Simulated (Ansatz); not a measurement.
Two G0W0 runs on Rb2CdSe2O6 (R-3m).

The structure is trigonal, space group R-3m (No. 166). Conventional cell: a = 5.750 Å, b = 5.750 Å, c = 19.669 Å, α = 90.00°, β = 90.00°, γ = 120.00°. Nearest to Rb lie 9 O at 2.94 to 3.09 Å. Cd has 6 O at 2.34 Å nearest. Nearest to Se lie 3 O at 1.72 Å. Nearest to O lie 1 Se at 1.72 Å and 1 Cd at 2.34 Å and 3 Rb at 2.94 to 3.09 Å. Farther neighbours and most contacts between anions are not listed.

```
Rb Cd Se O
1.0
     2.87515    1.65997    6.55617
    -2.87515    1.65997    6.55617
     0.00000   -3.31994    6.55617
Rb Cd Se O
2 1 2 6
Direct
  0.80227 0.80227 0.80227
  0.19773 0.19773 0.19773
  0.00000 0.00000 0.00000
  0.62585 0.62585 0.62585
  0.37415 0.37415 0.37415
  0.74481 0.27652 0.74481
  0.74481 0.74481 0.27652
  0.27652 0.74481 0.74481
  0.25519 0.72348 0.25519
  0.72348 0.25519 0.25519
  0.25519 0.25519 0.72348
```

Geometry: measured cell, ions relaxed with PBE. The runs that relaxed it are not among those shown.

The first (Ansatz 0.2.0; start PBE, 2×2×2 mesh, 2215 empty bands, screening to 100 eV, PAW set soft_1 files; 1 × NVIDIA H100 80GB HBM3 (shared by 6 runs) with 2 threads of AMD EPYC 7R13 (Zen 3), shared host) gave, on its mesh: starting gap 3.89 eV, G0W0 gap 5.74 eV, RPA ε∞ (mean) 3.25, 76 s.

The second gave: starting gap 3.89 eV, G0W0 gap 5.86 eV, RPA ε∞ (mean) 3.22, 23 s.

What was changed in the input? Choose among start, files, mesh, bands and cutoff, frequency model or another key.

Changed: empty bands from 2215 to 426 and screening cutoff (eV) from 100 to 300. The starting gap stayed, which rules out the functional and points to the GW step. Other changes could give like numbers; this is the one that was made.

Limits: not at the basis limit; d shell near the gap, gap tends to lie low; no spin-orbit coupling; coarse k mesh.

[Paths, hosts, dates, memory and timing lines, banners, echoed tables and standing remarks are left out of the program output.]

[Logs are printed without paths, hosts, clocks, repeated set-up lines and the standing remarks that a program may print on its own settings, such as how far it seeks lower states.]

[Runs of the session that timed out or met a known fault of the program may be left out.]

[Cells called generated may have been cut or substituted from an entry of the Crystallography Open Database or the Materials Project.]

[Hosts, paths, dates, database ids (printed as entryN), source tags and the programs' standing remarks are cut or masked in the printed files.]
